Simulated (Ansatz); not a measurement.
# BaH2 (model cell, started as CdI2 type): phonons and vibrational spectra, part 2 of 2

Wanted: vibrations and spectra of BaH2 (model cell, started as CdI2 type); the cell is already relaxed. After the zone centre comes a 3×3×2 q mesh on a 6×6×4 k mesh.

Ansatz 0.2.0; DFT PBE, scalar-relativistic, plane waves, PAW.

So far. Step 2 (Zone-centre response): Before it was imposed, the acoustic sum rule was missed by 0.0011 eV/Å² and the charge sum rule by 0.0015 e. Small misses are needed for a sound result but don't prove that mesh and cutoff are converged. The lowest optical mode is imaginary, 247.8i cm⁻¹, so the energy falls along it.

The structure was built from a prototype and need not be the compound's stable phase.

## (3) Phonons on a q mesh

Stability and thermal properties need the whole zone. Linear response on a 3×3×2 q mesh gives force constants as far as a supercell of that size would, and the tensors from the zone-centre run are typed in so that the long-range dipole term is interpolated apart.

input.yaml reads:

```yaml
crystal:
  lattice:
    - [4.2561083035, 0.0, 0.0]
    - [-2.1280541517, 3.6858979121, 0.0]
    - [0.0, 0.0, 4.3138977816]
  atoms:
    - { symbol: Ba, position: [0.0, 0.0, 0.0] }
    - { symbol: H, position: [0.3333333333, 0.6666666667, 0.2370893061] }
    - { symbol: H, position: [0.6666666667, 0.3333333333, 0.7629106939] }
kpoints:
  mp_grid: { grid: [6, 6, 4] }
hamiltonian:
  xc: pbe
scf:
  occupations: { method: fixed }
output:
  eigenvalues: true
phonons:
  method: dfpt
  qmesh: [3, 3, 2]
  temperatures: { t_max: 1000, t_step: 50 }
  qpath:
    path:
      - [[0.0, 0.0, 0.0], [0.5, 0.0, 0.0], [0.33333333, 0.33333333, 0.0], [0.0, 0.0, 0.0], [0.0, 0.0, 0.5], [0.5, 0.0, 0.5], [0.33333333, 0.33333333, 0.5], [0.0, 0.0, 0.5]]
      - [[0.5, 0.0, 0.5], [0.5, 0.0, 0.0]]
      - [[0.33333333, 0.33333333, 0.5], [0.33333333, 0.33333333, 0.0]]
    npoints: 10
  non_analytic_term:
    high_frequency_dielectric_tensor: [[4.0448, 0.0, 0.0], [0.0, 4.0448, 0.0], [0.0, 0.0, 3.8318]]
    born_effective_charges:
      - { species: Ba, tensor: [[2.4669, 0.0, 0.0], [0.0, 2.4669, 0.0], [0.0, 0.0, 2.2557]] }
      - { species: H, tensor: [[-1.2335, 0.0, 0.0], [0.0, -1.2335, 0.0], [0.0, 0.0, -1.1278]] }
      - { species: H, tensor: [[-1.2335, 0.0, 0.0], [0.0, -1.2335, 0.0], [0.0, 0.0, -1.1278]] }
    source: "zone-centre run at this cell"
```

Launch:

```bash
ansatz run input.yaml --threads 4 --pin off --max-ram 7168MiB --backend cpu --events-out ev --progress --plain --runs-dir out
```

Numbers of over 12 decimals in the logs are rounded to 6 here.

Log:

```text
Warning: phonons: the dynamical matrix that this run interpolates holds no multipole term above the dipole-dipole one, and a site of this crystal is no centre of inversion, so its interpolated transverse optical and acoustic branches and sound speeds can stay off near Gamma, and the density of states and the thermodynamics with them. What a run solves at a wave vector of phonons.qpoints, Gamma apart, where the deck admits one, is free of this, and under fd what a larger phonons.supercell samples
[...]
Crystal: 3 atoms, lattice volume = 67.675 Å³
Basis set: ecut = 420 eV, 1317 PW (Γ), exchange–correlation on 60×60×60 points (8 copies of the dense FFT grid, shifted against one another)
Bands: 10, of which v1, the nominal top of the filled ones, is band 6 counted from 1 (5 counted from 0)
Symmetry: 12 space group operations
k-points: 24 of 144
[...]
SCF iter   1: F=—  HF=-5982.167289 eV  |F-HF|=—  |Δ(HF+E_count)|=         —  Δρ=1.94e-3  dr2=3.10e-3  ethr=1.77e-3  ⟨swp⟩=4.8  Hψ=1538  notcnv=0  defer=42
[...]
SCF iter   7: F=-5982.167316 eV  HF=-5982.167316 eV  |F-HF|=9.09e-13  |Δ(HF+E_count)|=  7.06e-10  Δρ=6.39e-8  dr2=3.20e-12  ethr=1.00e-12  ⟨swp⟩=8.5  Hψ=2322  notcnv=0
SCF 1 converged in 7 iterations: F = -5982.167316 eV  dr2 = 3.20e-12
[...]
NSCF: frozen V_eff on 24 k-points
[...]
DFPT response loops at q = (0, 0, 0) (fractional): preconditioner auto → none (the input reference at scf.mixing.eps_inf says where Resta's filter doesn't serve); β = 0.50; Broyden in place of MSR1
[...]
SCF converged after 7 iterations
Free energy (F): -5982.167316 eV
[...]
Internal energy: -5982.167316 eV  (E = F + TS)
E sigma→0 (E₀):  -5982.167316 eV
Fermi energy:    4.059896 eV
[...]
--- Band table (eV; the first three rows and the last of 24) ---
[...]
--- Phonons (Γ-DFPT): 4 representative perturbations + reference (Σ response iterations 12) ---
  ASR residual: 1.153e-3 → 0.000e0 eV/Å²; symmetrization residual: 1.555e-7 eV/Å²
  ASR residual per site (eV/Å²): 1.15e-3 2.68e-5 2.68e-5
  Γ frequencies (cm⁻¹): -247.79 0.00 0.00 0.00 551.85 551.85 625.50 801.02 801.02
--- Phonons (arbitrary-q DFPT): 6 irreducible q on the 3×3×2 mesh ---
  q = [0.0000, 0.0000, 0.0000] (star 1, of the zone-centre solve; hermiticity 1.40e-7, symmetrization 3.74e-11): -247.79 -0.00 0.00 0.00 551.85 551.85 625.50 801.02 801.02
  q = [0.0000, 0.0000, -0.5000] (star 1, 4 solved perturbations in 142 linear systems a pass and spin channel, the states on 47 of 144 k-point pairs; hermiticity 2.02e-7, symmetrization 8.37e-10): -23.76 -23.76 22.69 641.35 641.35 645.73 656.71 750.75 750.75
  q = [0.0000, 0.3333, 0.0000] (star 6, 6 solved perturbations on 84 of 144 k-point pairs; hermiticity 7.51e-8, symmetrization 9.85e-11): -53.80 59.92 94.51 296.70 501.25 640.91 706.12 746.10 936.53
[...]
sum rule: each row above includes the acoustic sum rule's correction from the zone centre's row sums; it moved no ω² by more than (2.69 cm⁻¹)²
  mesh force constants: q→R imaginary residual 0.00e0; ASR residual 1.153e-3 → 0.000e0 eV/Å²; symmetrization residual 2.665e-15 eV/Å²
  interpolated dispersion: 94 rows × 9 modes
  density of states and harmonic sums: on the 18×18×14 q-mesh, interpolated from the force constants of a 3×3×2 supercell (with the dipole–dipole term of supplied tensors)
  largest difference from the sums on the solved wave vectors: F 1.86e-2 eV, S 2.42e-5 and C_V 4.87e-6 eV/K
  zero-point energy: 0.245209 eV/cell   skipped modes (ω ≤ 0): 348, of them read as no rigid motion or as one in doubt: 345 (7.167e-1 modes/cell left out, lowest -247.79 cm⁻¹)   left out of the sums: 7.97e-2 of the cell's modes: C_V's classical limit lies that fraction below 3 k_B per atom; for a crystal, a wire or a layer, F and S can be off by more, and a phonons.interpolated_qmesh denser along its periods is the remedy for the sampling
```

It took 47 s on 4 threads of Arm Neoverse V2, shared host; peak memory 0.51 GiB.

Numbers from this step:

```
sum-rule residual before enforcement                    : 0.001153 eV/Å²
lowest frequency on the path                            : -247.8 cm⁻¹
highest frequency on the path or at a solved wavevector : 949.7 cm⁻¹
lowest mode on the q mesh (acoustic modes at Γ apart)   : -247.8 cm⁻¹
```

Frequencies (cm⁻¹) solved at each irreducible wavevector; negative means imaginary. Frequencies by wavevector, by row:

```csv
q in reciprocal lattice units,star,mode 1,mode 2,mode 3,mode 4,mode 5,mode 6,mode 7,mode 8,mode 9
0 0 0,1,-247.8,0,0,0,551.9,551.9,625.5,801,801
0 0 -0.5,1,-23.8,-23.8,22.7,641.4,641.4,645.7,656.7,750.8,750.8
0 0.3333 0,6,-53.8,59.9,94.5,296.7,501.2,640.9,706.1,746.1,936.5
0 0.3333 -0.5,6,26.6,29.2,90.6,303.8,479.2,621.6,744.3,760.5,862.9
0.3333 0.3333 0,2,-71.4,97.7,97.7,382.2,382.2,569.3,736.2,736.2,923.7
0.3333 0.3333 -0.5,2,62.9,81.9,81.9,393.5,393.5,679.7,753.7,753.7,834
```

Interpolated from a 3×3×2 q mesh, rough between the solved points, with the LO-TO term (at Γ the limit along the path; where Γ stands inside the path, tables give the limit on arrival). Phonon branches along the path, in cm⁻¹:

```csv
point,branch 1,branch 2,branch 3,branch 4,branch 5,branch 6,branch 7,branch 8,branch 9
Γ,-248,0,0,0,552,626,801,801,925
halfway,-49,50,74,197,553,610,746,769,928
M,-64,68,109,404,406,656,687,704,950
halfway,-67,80,107,391,397,602,709,735,935
K,-71,98,98,382,382,569,736,736,924
halfway,-51,51,90,245,529,612,731,771,925
Γ,-248,0,0,0,552,626,801,801,925
halfway,-16,-16,16,591,591,635,655,782,782
A,-24,-24,23,641,641,646,657,751,751
halfway,19,30,73,369,512,632,750,770,828
L,-44,37,102,265,475,609,696,777,894
halfway,41,57,97,311,448,673,691,770,871
H,63,82,82,394,394,680,754,754,834
halfway,-11,51,79,339,485,680,714,761,845
A,-24,-24,23,641,641,646,657,751,751
jump to L,-44,37,102,265,475,609,696,777,894
halfway,-40,55,107,327,440,634,685,754,921
M,-64,68,109,404,406,656,687,704,950
jump to H,63,82,82,394,394,680,754,754,834
halfway,-18,90,90,386,386,618,746,746,886
K,-71,98,98,382,382,569,736,736,924
```

The phonon branches as a text plot (rows in cm⁻¹):

```
    925 |*******************                           ****    **
    875 |                             ******  ***    **      **
    825 |                   *       **      **   *         **
    775 |*****        ****** ****************    *******   **
    725 |   ************          **** **   *********   ***  ****
    675 |     ***           *******      ****** *** *********
    625 |** **   *    **  ****************         ******    **
    575 |****     ****  *******   *               ***          **
    526 |    *                     ***           * *
    476 |     *       **              *****     *    **
    426 |      **    *              *      *****  *    ****
    376 |      * *****               *      **   *       ********
    326 |     *       *               *    *  ***      **
    276 |    *         *               ****          **
    226 |
    176 |   *           *
    126 |  *  ***** ***                  *           ******
     77 |   **************          ***** ********      *********
     27 |****           ********************  **********     *
    -23 |**               **********   ***       ********     *
    -73 |  **************                                **    **
   -123 |                *
   -173 |                 *
   -223 |**                *
         Γ     M    K       Γ     A     L    H      A|L   M|H   K
```

The phonon density of states has structure finer than the step of the table below, so its rows give means over 50 cm⁻¹, whole bins alone (the curve runs from -245 to 955 cm⁻¹). Peaks (cm⁻¹: height): -15.0: 0.0124, 65.0: 0.0269, 95.0: 0.0321, 455.0: 0.00956, 625.0: 0.0151, 755.0: 0.0270, 925.0: 0.0141.

Tetrahedra on a 18×18×14 mesh, mean over bins of 10 cm-1. Interpolated from a 3×3×2 q mesh, rough between the solved points. Table of phonon density of states by wavenumber; means over each step:

wavenumber (cm⁻¹), phonon density of states (1/cm⁻¹/cell) and a bar:
```
     -200     0.0000 
     -150     0.0001 
     -100     0.0001 
      -50     0.0091 ###########
        0     0.0110 ##############
       50     0.0222 ############################
      100     0.0179 #######################
      150     0.0003 
      200     0.0005 #
      250     0.0014 ##
      300     0.0067 ########
      350     0.0078 ##########
      400     0.0047 ######
      450     0.0088 ###########
      500     0.0043 #####
      550     0.0033 ####
      600     0.0094 ############
      650     0.0111 ##############
      700     0.0136 #################
      750     0.0238 ##############################
      800     0.0057 #######
      850     0.0048 ######
      900     0.0101 #############
```

The partial phonon density of states has structure finer than the step of the table below, so its rows give means over 25 cm⁻¹, whole bins alone (the curve runs from -258 to 988 cm⁻¹). Peaks (cm⁻¹: height): Ba -22.8: 0.0112, 55.5: 0.0247, 94.6: 0.0262; H 329.6: 0.00869, 447.1: 0.00942, 627.2: 0.0140, 752.5: 0.0255, 924.8: 0.0111.

Phonopy on the run's constants, 15x15x13 mesh, Gaussian sigma 8.9 cm-1. Interpolated from a 3×3×2 q mesh, rough between the solved points. Partial phonon density of states against wavenumber; means over each step; values in 1/cm⁻¹/cell:

| wavenumber (cm⁻¹) | Ba | H |
| --- | --- | --- |
| -225 | 0 | 6.2e-5 |
| -200 | 0 | 6.4e-5 |
| -175 | 0 | 8.4e-5 |
| -150 | 0 | 1.4e-5 |
| -125 | 8.3e-6 | 2.2e-5 |
| -100 | 7.2e-5 | 9.0e-5 |
| -75 | 0.00303 | 4.6e-5 |
| -50 | 0.0101 | 1.4e-4 |
| -25 | 0.0107 | 2.2e-4 |
| 0 | 0.00830 | 1.6e-4 |
| 25 | 0.0163 | 2.9e-4 |
| 50 | 0.0229 | 2.8e-4 |
| 75 | 0.0223 | 2.9e-4 |
| 100 | 0.0216 | 5.6e-4 |
| 125 | 0.00309 | 3.8e-4 |
| 150 | 1.8e-5 | 1.7e-4 |
| 175 | 1.9e-5 | 3.0e-4 |
| 200 | 1.2e-5 | 3.7e-4 |
| 225 | 1.0e-5 | 5.1e-4 |
| 250 | 3.3e-5 | 0.00172 |
| 275 | 1.0e-4 | 0.00358 |
| 300 | 1.1e-4 | 0.00649 |
| 325 | 1.0e-4 | 0.00831 |
| 350 | 8.8e-5 | 0.00727 |
| 375 | 6.7e-5 | 0.00554 |
| 400 | 6.5e-5 | 0.00449 |
| 425 | 1.1e-4 | 0.00709 |
| 450 | 1.2e-4 | 0.00898 |
| 475 | 8.6e-5 | 0.00684 |
| 500 | 5.3e-5 | 0.00410 |
| 525 | 3.7e-5 | 0.00325 |
| 550 | 3.4e-5 | 0.00320 |
| 575 | 4.6e-5 | 0.00486 |
| 600 | 7.5e-5 | 0.00924 |
| 625 | 9.0e-5 | 0.0134 |
| 650 | 6.1e-5 | 0.0109 |
| 675 | 3.4e-5 | 0.00901 |
| 700 | 3.4e-5 | 0.0138 |
| 725 | 3.2e-5 | 0.0194 |
| 750 | 2.1e-5 | 0.0245 |
| 775 | 1.1e-5 | 0.0180 |
| 800 | 1.0e-5 | 0.00503 |
| 825 | 1.0e-5 | 0.00203 |
| 850 | 1.8e-5 | 0.00466 |
| 875 | 2.0e-5 | 0.00834 |
| 900 | 2.3e-5 | 0.00954 |
| 925 | 2.5e-5 | 0.00975 |
| 950 | 3.4e-6 | 0.00259 |
| 975 | 0 | 4.9e-5 |

Symmetry leaves 6 wavevectors to solve. The lowest mode among them, the acoustic zeros apart, lies at Γ and is imaginary, 247.8i cm⁻¹, so the energy falls along it.

## (4) Another isotope, element Ba, natural mass 137.327 amu

An isotope changes the mass and not the force constants, so no new electronic calculation is needed; the shifts show which modes move this element.

The same force constants with the mass of Ba changed from 137.327 to 133.905 u (phonopy, no LO-TO term). Both lists are sorted by frequency; levels can cross, so a row need not hold one and the same mode. Modes under 3 cm⁻¹ are left out. Isotope shifts, by row:

```
            q  rank  natural mass (cm⁻¹)  changed mass (cm⁻¹)
        0 0 0     1               -247.8               -247.8
        0 0 0     5                551.9                  552
        0 0 0     6                551.9                  552
        0 0 0     7                625.5                625.5
        0 0 0     8                  801                  801
        0 0 0     9                  801                  801
     0 0 -0.5     1               -23.76               -24.05
     0 0 -0.5     2               -23.76               -24.05
     0 0 -0.5     3                22.69                22.97
     0 0 -0.5     4                641.4                641.4
     0 0 -0.5     5                641.4                641.4
     0 0 -0.5     6                645.7                645.7
     0 0 -0.5     7                656.7                656.9
     0 0 -0.5     8                750.8                750.8
     0 0 -0.5     9                750.8                750.8
   0 0.3333 0     1                -53.8               -54.48
   0 0.3333 0     2                59.92                60.68
   0 0.3333 0     3                94.51                95.67
   0 0.3333 0     4                296.7                296.8
   0 0.3333 0     5                501.2                501.3
   0 0.3333 0     6                640.9                  641
   0 0.3333 0     7                706.1                706.2
   0 0.3333 0     8                746.1                746.1
   0 0.3333 0     9                936.5                936.6
0 0.3333 -0.5     1                 26.6                26.93
0 0.3333 -0.5     2                 29.2                29.57
0 0.3333 -0.5     3                90.56                91.71
0 0.3333 -0.5     4                303.8                303.9
0 0.3333 -0.5     5                479.2                479.4
0 0.3333 -0.5     6                621.6                621.7
0 0.3333 -0.5     7                744.3                744.3
0 0.3333 -0.5     8                760.5                760.5
0 0.3333 -0.5     9                862.9                862.9
```

A mode of this element alone would shift by +1.27 %. The highest zone-centre frequency without the field goes from 801.0 to 801.0 cm⁻¹ (+0.0 %).

## (5) Isotope substitution, element H, natural mass 1.008 amu

The same for H, from 1.01 to 2.01 u.

A mode of this element alone would shift by -29.26 %. The highest zone-centre frequency without the field goes from 801.0 to 566.7 cm⁻¹ (-29.3 %).

## (6) What came out

```json
{
 "space group (within 0.01 Å)": "P-3m1",
 "volume per atom": "22.6 Å³",
 "gap on the k-mesh": "1.47 eV",
 "highest optical mode at the zone centre (no LO-TO term)": "801 cm⁻¹",
 "top of the zone-centre spectrum with the field": "925 cm⁻¹",
 "lowest optical zone-centre mode": "-248 cm⁻¹",
 "mean high-frequency dielectric constant": "3.97",
 "largest Born charge (third of the trace)": "2.40 e",
 "lowest mode on the q mesh (acoustic modes at Γ apart)": "-248 cm⁻¹",
 "highest frequency on the path or at a solved wavevector": "950 cm⁻¹",
 "imaginary modes on the 3×3×2 q mesh": "yes"
}
```

What this shows: Modes are clearly imaginary (beyond 10i cm⁻¹) at 4 of the 6 irreducible wavevectors, most at Γ (247.8i cm⁻¹), so this structure is not a minimum of the energy. Without the field, the optical modes at Γ span -248 to 801 cm⁻¹ (negative means imaginary). The highest mode in this list at Γ, 801.0 cm⁻¹, is mostly motion of H (100 % of the kinetic energy). With the macroscopic field of the longitudinal modes the top of the zone-centre spectrum lies at 925 cm⁻¹, against 801 cm⁻¹ without it. Among the real modes, the strongest infrared line is at 552 cm⁻¹. Averaged over orientations, the strongest Raman line at 532 nm and 300 K is at 626 cm⁻¹. The tensors are the static, non-resonant ones, while 532 nm light (2.33 eV) lies above the computed gap. With the field response the log warns that the k mesh is coarse for the force constants too, so the frequencies may not be converged. The q mesh stands for a supercell only 8.6 Å across, so branches between the solved wavevectors are rough. The program warns that the interpolation holds no quadrupole term, so branches close to Γ can be off in this crystal. Spin-orbit coupling is left out, which can matter for the heavy elements here. The starting cell was built on a prototype and not taken from a measurement, so the phase need not exist. These are harmonic frequencies at zero temperature: anharmonic shifts, linewidths and thermal expansion are left out.

[Logs are printed without paths, hosts, clocks, repeated set-up lines and the standing remarks that a program may print on its own settings, such as how far it seeks lower states.]

[Hosts, paths, dates, database ids (printed as entryN), source tags and the programs' standing remarks are cut or masked in the printed files.]
